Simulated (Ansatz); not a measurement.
**Lattice dynamics of (MgO)3(LiF)1 [001] superlattice, started as rocksalt type**

The cell of (MgO)3(LiF)1 [001] superlattice, started as rocksalt type is at rest. What are its phonons?

Main program and level: Ansatz 0.2.0; DFT PBE, scalar-relativistic, plane waves, PAW.

The structure was built from a prototype and need not be the compound's stable phase.

## Step 1: The starting structure

It takes space group P4/mmm (No. 123, tetragonal). The conventional cell has a = 2.980 Å, b = 2.980 Å, c = 8.467 Å, α = 90.00°, β = 90.00°, γ = 90.00°. Nearest to F lie 4 Li at 2.11 Å and 2 Mg at 2.11 Å. Nearest to Li lie 2 O at 2.08 Å and 4 F at 2.11 Å. Nearest to Mg lie 5 O at 2.11 to 2.12 Å and 1 F at 2.11 Å. Nearest to Mg lie 6 O at 2.11 to 2.16 Å. O has 1 Li at 2.08 Å and 5 Mg at 2.11 to 2.16 Å nearest. Nearest to O lie 6 Mg at 2.11 to 2.12 Å. Farther neighbours and most contacts between anions are not listed.

## Step 2: Zone-centre response

The cell comes from relaxations at this level that are not shown. The zone centre is the only wavevector solved here; it holds the modes that light can see, as far as symmetry allows. The response to a homogeneous field gives the Born charges and the dielectric tensor, and its change with displacement the Raman tensors.

File input.yaml:

```yaml
crystal:
  lattice:
    - [2.1074746447, 2.1074746447, 0.0]
    - [-2.1074746447, 2.1074746447, 0.0]
    - [0.0, 0.0, 8.4668832781]
  atoms:
    - { symbol: F, position: [0.0, 0.0, 0.75] }
    - { symbol: Li, position: [0.5, 0.5, 0.75] }
    - { symbol: Mg, position: [0.0, 0.0, -0.0006169291] }
    - { symbol: Mg, position: [0.5, 0.5, 0.25] }
    - { symbol: Mg, position: [0.0, 0.0, 0.5006169291] }
    - { symbol: O, position: [0.5, 0.5, -0.0045544847] }
    - { symbol: O, position: [0.0, 0.0, 0.25] }
    - { symbol: O, position: [0.5, 0.5, 0.5045544847] }
kpoints:
  mp_grid: { grid: [8, 8, 4] }
hamiltonian:
  xc: pbe
scf:
  occupations: { method: fixed }
output:
  eigenvalues: true
phonons:
  method: dfpt
  dielectric: true
  rigid_motions: translations
  raman: true
```

Run with:

```
ansatz run input.yaml --threads 8 --pin off --max-ram 14336MiB --backend cpu --events-out ev --progress --plain --runs-dir out
```

Numbers of over 12 decimals in the logs are rounded to 6 here.

Output:

```text
Engine: ansatz 0.2.0, aarch64-unknown-linux-gnu
Pseudopotentials: kind: paw
Pseudopotential: F, paw, valence charge 7, recommended cutoff 420 eV (normal), F.paw.azcp
Pseudopotential: Li, paw, valence charge 3, recommended cutoff 420 eV (normal), Li.paw.azcp
Pseudopotential: Mg, paw, valence charge 10, recommended cutoff 420 eV (normal), Mg.paw.azcp
Pseudopotential: O, paw, valence charge 6, recommended cutoff 420 eV (normal), O.paw.azcp
Functional definition: PBE
  parameter kappa = 0.804
  parameter beta = 0.066725
  exchange = pbe_x(kappa = kappa, mu = beta*pi^2/3)
  correlation = pbe_c(beta = beta)
Crystal: 8 atoms, lattice volume = 75.210 Å³
Basis set: ecut = 420 eV, 1401 PW (Γ), exchange–correlation on 40×40×120 points (8 copies of the dense FFT grid, shifted against one another)
Bands: 37, of which v1, the nominal top of the filled ones, is band 29 counted from 1 (28 counted from 0)
Symmetry: 16 space group operations
k-points: 78 of 256 (irreducible under 2 space group operations, time reversal used)
Non-local potential: F, projectors of the file, l = 0: 2, l = 1: 2, l = 2: 1
Non-local potential: Li, projectors of the file, l = 0: 3, l = 1: 2, l = 2: 1
Non-local potential: Mg, projectors of the file, l = 0: 3, l = 1: 2, l = 2: 1
Non-local potential: O, projectors of the file, l = 0: 2, l = 1: 2, l = 2: 1
PAW form: soft (Blöchl's): semilocal exchange-correlation on the pseudo side does not see the compensation charge
PAW one-centre angular grid: F, 110 points (default); XC on 64 Gauss nodes
PAW one-centre angular grid: Li, 110 points (default); XC on 64 Gauss nodes
PAW one-centre angular grid: Mg, 110 points (default); XC on 64 Gauss nodes
PAW one-centre angular grid: O, 110 points (default); XC on 64 Gauss nodes
Initial density: superposition of atomic densities (neutral atoms: chi_scale 0, normalization atom), corrected by the library's trained network
Initial wavefunctions: pseudopotential atomic-orbital guess
Functional: x = pbe(κ = 0.804, μ = 0.219515), c = pbe(β = 0.066725)
SCF iter   1: F=—  HF=-8498.368621 eV  |F-HF|=—  |Δ(HF+E_count)|=         —  Δρ=2.22e-3  dr2=1.90e-2  ethr=1.77e-3  ⟨swp⟩=5.0  Hψ=10505  notcnv=0  defer=429
preconditioner: auto → Resta (q_TF=auto, 2.613 Å⁻¹)  ε∞=3.1  [insulator: Δε(μ)=4.693 eV  Ē_g=16.586 eV  n_scr=26 (ndim 8)  ℏωp=24.2 eV  f_vac=0.000  ε∞_Penn≈3.1]
SCF iter   2: F=—  HF=-8498.363517 eV  |F-HF|=—  |Δ(HF+E_count)|=   5.10e-3  Δρ=1.01e-3  dr2=4.23e-3  ethr=3.28e-5  ⟨swp⟩=2.0  Hψ=3727  notcnv=0  defer=467
SCF iter   3: F=—  HF=-8498.362251 eV  |F-HF|=—  |Δ(HF+E_count)|=   1.27e-3  Δρ=6.55e-4  dr2=5.71e-4  ethr=7.30e-6  ⟨swp⟩=2.1  Hψ=3706  notcnv=0  defer=468
SCF iter   4: F=—  HF=-8498.362086 eV  |F-HF|=—  |Δ(HF+E_count)|=   1.64e-4  Δρ=2.72e-4  dr2=4.81e-5  ethr=9.84e-7  ⟨swp⟩=2.0  Hψ=3748  notcnv=0  defer=467
SCF iter   5: F=—  HF=-8498.362082 eV  |F-HF|=—  |Δ(HF+E_count)|=   4.11e-6  Δρ=1.19e-4  dr2=7.39e-6  ethr=8.30e-8  ⟨swp⟩=2.0  Hψ=3894  notcnv=0  defer=307
SCF iter   6: F=—  HF=-8498.362077 eV  |F-HF|=—  |Δ(HF+E_count)|=   4.78e-6  Δρ=2.53e-5  dr2=2.66e-7  ethr=1.27e-8  ⟨swp⟩=2.0  Hψ=3713  notcnv=0  defer=240
SCF iter   7: F=—  HF=-8498.362080 eV  |F-HF|=—  |Δ(HF+E_count)|=   2.37e-6  Δρ=1.02e-5  dr2=5.23e-8  ethr=4.58e-10  ⟨swp⟩=2.0  Hψ=5091  notcnv=0  defer=226
SCF iter   8: F=—  HF=-8498.362080 eV  |F-HF|=—  |Δ(HF+E_count)|=   7.38e-9  Δρ=2.70e-6  dr2=3.41e-9  ethr=9.01e-11  ⟨swp⟩=2.0  Hψ=3698  notcnv=0  defer=226
SCF iter   9: F=—  HF=-8498.362080 eV  |F-HF|=—  |Δ(HF+E_count)|=  9.44e-10  Δρ=1.13e-6  dr2=6.45e-10  ethr=5.88e-12  ⟨swp⟩=2.0  Hψ=4842  notcnv=0  defer=226
SCF iter  10: F=-8498.362080 eV  HF=-8498.362080 eV  |F-HF|=1.27e-11  |Δ(HF+E_count)|=  1.11e-10  Δρ=3.40e-7  dr2=6.10e-11  ethr=1.00e-12  ⟨swp⟩=10.6  Hψ=16968  notcnv=0
SCF 1 converged in 10 iterations: F = -8498.362080 eV  dr2 = 6.10e-11
[...]
site 0:
        -1.09866    0.00000    0.00000
        -0.00000   -1.09866   -0.00000
         0.00000    0.00000   -1.63392
    site 1:
         1.02763   -0.00000   -0.00000
        -0.00000    1.02763    0.00000
[...]
site 2:
[...]
site 3:
[...]
site 4:
[...]
site 5:
[...]
site 6:
[...]
0.00000   -1.99015   -0.00000
        -0.00000    0.00000   -1.76656
    site 7:
        -1.97738    0.00000    0.00000
        -0.00000   -1.97738   -0.00000
         0.00000   -0.00000   -1.70885
  Z* charge neutrality: 7.462e-3 e pre-enforcement
  solved inside a basis spanned on kpoints, on 10×10×4 k-points: ε∞ is read to err by 8.4e-3, Z* by 1.2e-2 e (field_mesh: kpoints solves on kpoints); Z* is corrected for what the basis lacks
  Raman tensors (in the event stream and the table raman_tensors.tsv): an entry may err by 2.5e-2 Å², one of the second-order susceptibility by 2.0e-19 pm/V (basis, points and sum rule); their sum over the sites missed zero by 1.943e-16 Å² ahead of its enforcement
  optical modes at Γ without the LO–TO term, one row a degenerate level:
      ω (cm⁻¹)  modes    IR ((D/Å)²/amu)  static Raman (Å⁴/amu)  depolarisation
        190.84      2             0.0000                 0.0257           0.750
        195.98      2             5.4512                 0.0000               —
        241.91      2             5.3582                 0.0000               —
        275.83      1             0.0000                 1.9887           0.031
        282.54      2             0.7214                 0.0000               —
        286.95      1             4.6363                 0.0000               —
        329.33      1            26.3273                 0.0000               —
        389.15      1             0.0448                 0.0000               —
        395.90      2            55.0216                 0.0000               —
        407.40      2             0.0000                 0.1691           0.750
        429.55      2             0.2796                 0.0000               —
        484.51      1             0.0000                 0.0000               —
        564.17      1             0.0000                 0.1282           0.219
        581.43      1             0.3763                 0.0000               —
  optical modes at Γ + LO–TO along q̂ = [1.0000, 0.0000, 0.0000]:
      ω (cm⁻¹)  modes    IR ((D/Å)²/amu)  static Raman (Å⁴/amu)  depolarisation
        190.84      2             0.0000                 0.0257           0.750
        195.98      1             2.7256                 0.0000               —
        208.54      1             0.0911                 0.0000               —
        241.91      1             2.6791                 0.0000               —
        257.69      1             0.2103                 0.0000               —
        275.83      1             0.0000                 1.9887           0.031
[...]
407.40      2             0.0000                 0.1691           0.750
[...]
564.17      1             0.0000                 0.1282           0.219
[...]
optical modes at Γ + LO–TO along q̂ = [0.0000, 1.0000, 0.0000]:
      ω (cm⁻¹)  modes    IR ((D/Å)²/amu)  static Raman (Å⁴/amu)  depolarisation
        190.84      2             0.0000                 0.0257           0.750
[...]
275.83      1             0.0000                 1.9887           0.031
[...]
407.40      2             0.0000                 0.1691           0.750
[...]
564.17      1             0.0000                 0.1282           0.219
[...]
optical modes at Γ + LO–TO along q̂ = [0.0000, 0.0000, 1.0000]:
      ω (cm⁻¹)  modes    IR ((D/Å)²/amu)  static Raman (Å⁴/amu)  depolarisation
        190.84      2             0.0000                 0.0257           0.750
[...]
275.83      1             0.0000                 1.9887           0.031
[...]
395.90      2            55.0216                 0.0000               —
        407.40      2             0.0000                 0.1691           0.750
        429.55      2             0.2796                 0.0000               —
        484.51      1             0.0000                 0.0000               —
        564.17      1             0.0000                 0.1282           0.219
        572.79      1             2.3283                 0.0000               —
        651.75      1            29.0295                 0.0000               —
[key lines of the parts left out:]
SCF converged after 10 iterations
Free energy (F): -8498.362080 eV
Fermi energy:    6.639423 eV
```

Wall time 1.8 min (8 threads of Arm Neoverse V2, shared host); peak memory 2.5 GiB; 13 min of CPU time.

The column dr2 measures how far the density is from self-consistency, as an energy; F and HF (Harris–Foulkes) agree once it is small.

Numbers from this step:

```
gap on the k-mesh                                       : 4.762 eV
volume per atom                                         : 9.401 Å³
sum-rule residual before enforcement                    : 0.003655 eV/Å²
miss of the charge sum rule                             : 0.007462 e
estimated error of the dielectric tensor                : 0.008408
estimated error of the Born charges                     : 0.01211 e
point group                                             : 4/mmm
highest optical mode at the zone centre (no LO-TO term) : 581.4 cm⁻¹
lowest optical zone-centre mode                         : 190.8 cm⁻¹
mean high-frequency dielectric constant                 : 2.933
largest Born charge (third of the trace)                : 1.971 e
mean static dielectric constant                         : 11.40
top of the zone-centre spectrum with the field          : 680.0 cm⁻¹
```

Without the LO-TO term. Patterns of degenerate modes are one choice out of their space. Modes at Γ, with each element's share of the kinetic energy:

```tsv
mode	frequency (cm⁻¹)	symmetry	F %	Li %	Mg %	O %
1	0.0	acoustic	13	5	50	33
2	0.0	acoustic	13	5	50	33
3	0.0	acoustic	13	5	50	33
4	190.8	Eg	0	0	71	29
5	190.8	Eg	0	0	71	29
6	196.0	Eu	81	1	14	5
7	196.0	Eu	81	1	14	5
8	241.9	Eu	3	49	37	11
9	241.9	Eu	3	49	37	11
10	275.8	A1g	0	0	63	37
11	282.5	Eu	3	45	43	8
12	282.5	Eu	3	45	43	8
13	286.9	A2u	51	5	38	6
14	329.3	A2u	1	39	18	43
15	389.1	A2u	9	13	72	6
16	395.9	Eu	1	0	36	63
17	395.9	Eu	1	0	36	63
18	407.4	Eg	0	0	29	71
19	407.4	Eg	0	0	29	71
20	429.6	Eu	0	0	21	79
21	429.6	Eu	0	0	21	79
22	484.5	A2u	17	18	6	59
23	564.2	A1g	0	0	37	63
24	581.4	A2u	9	20	18	53
```

Displacements in mode 5 (190.8 cm⁻¹), the largest set to 1:
```
F1   0.00  0.00  0.00
Li2  0.00  0.00  0.00
Mg3  0.99  1.00  0.00
Mg4  0.00  0.00  0.00
Mg5 -0.99 -1.00  0.00
O6   0.79  0.79  0.00
O7   0.00  0.00  0.00
O8  -0.79 -0.79  0.00
```

Displacements in mode 22 (484.5 cm⁻¹), the largest set to 1:
```
F1   0.00  0.00 -0.59
Li2  0.00  0.00  1.00
Mg3  0.00  0.00 -0.21
Mg4  0.00  0.00  0.02
Mg5  0.00  0.00 -0.21
O6   0.00  0.00  0.74
O7   0.00  0.00 -0.59
O8   0.00  0.00  0.74
```

Optical modes at the zone centre, without and with the macroscopic field of the longitudinal modes; each column is sorted by frequency, so a row need not hold one and the same mode. Modes with and without the field, by row:

```tsv
rank among optical modes	no field (cm⁻¹)	q along (1, 0, 0) (cm⁻¹)	q along (0, 0, 1) (cm⁻¹)
1	190.8	190.8	190.8
2	190.8	190.8	190.8
3	196	196	196
4	196	208.5	196
5	241.9	241.9	241.9
6	241.9	257.7	241.9
7	275.8	275.8	275.8
8	282.5	282.5	282.5
9	282.5	284.8	282.5
10	286.9	286.9	293.2
11	329.3	329.3	389.1
12	389.1	389.1	395.9
13	395.9	395.9	395.9
14	395.9	407.4	407.4
15	407.4	407.4	407.4
16	407.4	429.4	429.6
17	429.6	429.6	429.6
18	429.6	484.5	484.5
19	484.5	564.2	564.2
20	564.2	581.4	572.8
21	581.4	680	651.8
```

Born charge (rows field, columns displacement) (e), principal values of the symmetric part by kind of site:

```tsv
atom	atoms with these values	low	middle	high	mean
F1	1	-1.63	-1.10	-1.10	-1.28
Li2	1	1.03	1.03	1.29	1.12
Mg3	2	1.89	2.01	2.01	1.97
Mg4	1	1.76	1.99	1.99	1.91
O6	2	-1.98	-1.98	-1.71	-1.89
O7	1	-1.99	-1.99	-1.77	-1.92
```

In full for Mg3:

```
2.01 0.00 0.00
0.00 2.01 0.00
0.00 0.00 1.89
```

High-frequency dielectric tensor:

```
2.96 0.00 0.00
0.00 2.96 0.00
0.00 0.00 2.87
```

Static dielectric tensor (ions relaxed, fixed cell):

```
11.40  0.00  0.00
 0.00 11.40  0.00
 0.00  0.00 11.39
```

Transverse modes. Lines of the infrared spectrum (strongest = 100):

```tsv
position (cm⁻¹)	label	relative intensity
191	Eg	0.0
196	Eu	10
242	Eu	10
276	A1g	0.0
282	Eu	1.3
287	A2u	8.4
329	A2u	48
389	A2u	0.1
396	Eu	100
407	Eg	0.0
430	Eu	0.5
484	A2u	0.0
564	A1g	0.0
581	A2u	0.7
```

Activity x (w_L - w)^4 (n + 1)/w, 532 nm, 300 K; modes without the macroscopic field alone. Raman lines, with heights relative to the strongest:

```tsv
position (cm⁻¹)	label	relative intensity
191	Eg	2.3
196	Eu	0.0
242	Eu	0.0
276	A1g	100
282	Eu	0.0
287	A2u	0.0
329	A2u	0.0
389	A2u	0.0
396	Eu	0.0
407	Eg	4.8
430	Eu	0.0
484	A2u	0.0
564	A1g	2.3
581	A2u	0.0
```

Before it was imposed, the acoustic sum rule was missed by 0.0037 eV/Å² and the charge sum rule by 0.0075 e. Small misses are needed for a sound result but don't prove that mesh and cutoff are converged. The lowest optical mode is real, 191 cm⁻¹.

## Step 3: Isotope substitution, element Li, natural mass 6.94 amu

An isotope changes the mass and not the force constants, so no new electronic calculation is needed; the shifts show which modes move this element.

The same force constants with the mass of Li changed from 6.940 to 6.015 u (phonopy, no LO-TO term). Both lists are sorted by frequency; levels can cross, so a row need not hold one and the same mode. Modes under 3 cm⁻¹ are left out. Isotope shifts, by row:

```tsv
q	rank	natural mass (cm⁻¹)	changed mass (cm⁻¹)
0 0 0	4	190.8	190.8
0 0 0	5	190.8	190.8
0 0 0	6	196	196.1
0 0 0	7	196	196.1
0 0 0	8	241.9	248.8
0 0 0	9	241.9	248.8
0 0 0	10	275.8	275.8
0 0 0	11	282.5	287.8
0 0 0	12	282.5	294
0 0 0	13	286.9	294
0 0 0	14	329.3	337.8
0 0 0	15	389.1	393.1
0 0 0	16	395.9	395.9
0 0 0	17	395.9	395.9
0 0 0	18	407.4	407.4
0 0 0	19	407.4	407.4
0 0 0	20	429.6	429.6
0 0 0	21	429.6	429.6
0 0 0	22	484.5	491
0 0 0	23	564.2	564.2
0 0 0	24	581.4	591.3
```

A mode of this element alone would shift by +7.41 %. The highest zone-centre frequency without the field goes from 581.4 to 591.3 cm⁻¹ (+1.7 %). The product of the frequency ratios over all optical modes at Γ is 1.228; the product rule, (m/m′)^(3k/2) (M′/M)^(3/2) with k = 1 such atoms and M the mass of the cell, gives 1.228.

## Step 4: Another isotope, element Mg, natural mass 24.305 amu

The same for Mg, from 24.30 to 25.98 u.

The same force constants with the mass of Mg changed from 24.305 to 25.983 u (phonopy, no LO-TO term). Both lists are sorted by frequency; levels can cross, so a row need not hold one and the same mode. Modes under 3 cm⁻¹ are left out. Isotope shifts, by row:

```tsv
q	rank	natural mass (cm⁻¹)	changed mass (cm⁻¹)
0 0 0	4	190.8	186.3
0 0 0	5	190.8	186.3
0 0 0	6	196	195.1
0 0 0	7	196	195.1
0 0 0	8	241.9	238.7
0 0 0	9	241.9	238.7
0 0 0	10	275.8	270
0 0 0	11	282.5	278.7
0 0 0	12	282.5	278.7
0 0 0	13	286.9	283.3
0 0 0	14	329.3	327.2
0 0 0	15	389.1	380.1
0 0 0	16	395.9	391.3
0 0 0	17	395.9	391.3
0 0 0	18	407.4	403.6
0 0 0	19	407.4	403.6
0 0 0	20	429.6	426.8
0 0 0	21	429.6	426.8
0 0 0	22	484.5	483.7
0 0 0	23	564.2	557.4
0 0 0	24	581.4	578.2
```

A mode of this element alone would shift by -3.28 %. The highest zone-centre frequency without the field goes from 581.4 to 578.2 cm⁻¹ (-0.6 %). The product of the frequency ratios over all optical modes at Γ is 0.779; the product rule, (m/m′)^(3k/2) (M′/M)^(3/2) with k = 3 such atoms and M the mass of the cell, gives 0.779.

## Step 5: Isotope substitution, element O, natural mass 15.999 amu

The same for O, from 16.00 to 18.00 u.

The same force constants with the mass of O changed from 15.999 to 17.999 u (phonopy, no LO-TO term). Both lists are sorted by frequency; levels can cross, so a row need not hold one and the same mode. Modes under 3 cm⁻¹ are left out. Isotope shifts, by row:

```tsv
q	rank	natural mass (cm⁻¹)	changed mass (cm⁻¹)
0 0 0	4	190.8	187.4
0 0 0	5	190.8	187.4
0 0 0	6	196	195.3
0 0 0	7	196	195.3
0 0 0	8	241.9	240.1
0 0 0	9	241.9	240.1
0 0 0	10	275.8	269.5
0 0 0	11	282.5	281
0 0 0	12	282.5	281
0 0 0	13	286.9	285.9
0 0 0	14	329.3	321.1
0 0 0	15	389.1	381.7
0 0 0	16	395.9	381.7
0 0 0	17	395.9	387.4
0 0 0	18	407.4	391.2
0 0 0	19	407.4	391.2
0 0 0	20	429.6	410.6
0 0 0	21	429.6	410.6
0 0 0	22	484.5	467.6
0 0 0	23	564.2	544.4
0 0 0	24	581.4	565
```

A mode of this element alone would shift by -5.72 %. The highest zone-centre frequency without the field goes from 581.4 to 565.0 cm⁻¹ (-2.8 %). The product of the frequency ratios over all optical modes at Γ is 0.625; the product rule, (m/m′)^(3k/2) (M′/M)^(3/2) with k = 3 such atoms and M the mass of the cell, gives 0.625.

## Step 6: Results

| Quantity | Value |
| --- | --- |
| space group (within 0.01 Å) | P4/mmm |
| volume per atom | 9.40 Å³ |
| gap on the k-mesh | 4.76 eV |
| highest optical mode at the zone centre (no LO-TO term) | 581 cm⁻¹ |
| top of the zone-centre spectrum with the field | 680 cm⁻¹ |
| lowest optical zone-centre mode | 191 cm⁻¹ |
| mean high-frequency dielectric constant | 2.93 |
| mean static dielectric constant | 11.4 |
| largest Born charge (third of the trace) | 1.97 e |
| imaginary modes at Γ (the only wavevector solved) | none |

What this shows: The structure is stable against zone-centre distortions, since no mode there is imaginary; runs at other wavevectors are not part of this account. Without the field, the optical modes at Γ span 191 to 581 cm⁻¹. The dispersion is not part of this account. With the macroscopic field of the longitudinal modes the top of the zone-centre spectrum lies at 680 cm⁻¹, against 581 cm⁻¹ without it. Lattice motion raises the mean dielectric constant from 2.933 to 11.40. The strongest infrared line is at 396 cm⁻¹. Averaged over orientations, the strongest Raman line at 532 nm and 300 K is at 276 cm⁻¹. The starting cell was built on a prototype and not taken from a measurement, so the phase need not exist. These are harmonic frequencies at zero temperature: anharmonic shifts, linewidths and thermal expansion are left out.

[Logs are printed without paths, hosts, clocks, repeated set-up lines and the standing remarks that a program may print on its own settings, such as how far it seeks lower states.]

[Hosts, paths, dates, database ids (printed as entryN), source tags and the programs' standing remarks are cut or masked in the printed files.]
